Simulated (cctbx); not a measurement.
## Accept or mend?

Cell a = 9.9530 Å, b = 9.9530 Å, c = 9.9530 Å, α = 90.00°, β = 90.00°, γ = 90.00°; space group I-43d (no. 220). The compound is Ho3Ag3Sb4.

The data are simulated with cctbx, not measured: Mo Kα, λ = 0.71073 Å, to d = 0.6 Å, 80 % of the full sphere, strongest reflection 70000 counts, noise from counting, a 3 % proportional error and a noise floor of 8 counts (s.d.); no absorption, and some extinction, which the refinements don't model.

An anisotropic refinement with weights 1/σ² prints:

```text
Rint 0.026, 404 unique reflections to 0.60 A
cycle     R1     wR2    GooF  max shift (A)
   1  0.0204  0.0599   5.779   0.00103
   2  0.0058  0.0145   1.397   0.00000
final R1 0.0058 wR2 0.0145 GooF 1.397  parameters 7  data/parameter 57.7
atom        x        y        z      Ueq    occ   su(xyz)  su(Uiso or U11)
Ho1    0.50000  0.25000  0.12500   0.0087  1.000  0.00000  0.0000
Sb1    0.91153  0.08847  0.58847   0.0120  1.000  0.00001  0.0000
Pd1    0.00000  0.75000  0.12500   0.0112  1.000  0.00000  0.0001
difference map: max 0.58 min -0.42 rms 0.12
Q1    0.0000  0.2500  0.3750   12    0.59  0.00 A from Pd1
Q2    0.0023  0.0868  0.3402   48    0.41  1.66 A from Pd1
Q3    0.9957  0.0366  0.7476   48    0.30  1.34 A from Pd1
Q4    0.0524  0.3705  0.0820   48    0.30  2.13 A from Pd1
Q5    0.0027  0.0396  0.2646   48    0.29  1.34 A from Ho1
Q6    0.0121  0.1365  0.1236   48    0.29  1.55 A from Sb1
```

**Question.** Can this result stand? If not, what is the likely fault?

Mend it. The fault: wrong element: Pd1 is Ag. Against the right model at the same level, R1 goes from 0.0047 to 0.0058 and GooF from 1.04 to 1.40. Pd1 has 1 electron too few and its U shrinks to make up, as expected (near an absorption edge f′ can widen the mismatch well beyond the difference in Z).

The compound is Ho3Ag3Sb4. The right model at the same level gives:

```text
Rint 0.026, 404 unique reflections to 0.60 A
cycle     R1     wR2    GooF  max shift (A)
   1  0.0194  0.0576   5.557   0.00114
   2  0.0047  0.0107   1.036   0.00000
final R1 0.0047 wR2 0.0107 GooF 1.036  parameters 7  data/parameter 57.7
atom        x        y        z      Ueq    occ   su(xyz)  su(Uiso or U11)
Ho1    0.50000  0.25000  0.12500   0.0085  1.000  0.00000  0.0000
Sb1    0.91152  0.08848  0.58848   0.0119  1.000  0.00001  0.0000
Ag1    0.00000  0.75000  0.12500   0.0119  1.000  0.00000  0.0000
Flack x: -0.006(5)
Hooft y: -0.003(3)  Bijvoet pairs: 175
difference map: max 0.35 min -0.42 rms 0.10
Q1    0.9947  0.1551  0.6248   48    0.36  1.12 A from Sb1
Q2    0.9980  0.0383  0.7537   48    0.30  1.32 A from Ag1
Q3    0.0521  0.3689  0.0802   48    0.28  2.13 A from Ag1
Q4    0.0016  0.0900  0.3574   48    0.28  1.60 A from Ag1
Q5    0.9991  0.9991  0.9991   16    0.25  1.51 A from Sb1
Q6    0.9986  0.0855  0.8529   48    0.24  1.65 A from Ho1
```

The model is made up (kin elements in a known structure type, no relaxation), so it says nothing on whether the phase exists.

[Middle refinement cycles are left out of these outputs.]

[Logs are printed without paths, hosts, clocks, repeated set-up lines and the standing remarks that a program may print on its own settings, such as how far it seeks lower states.]
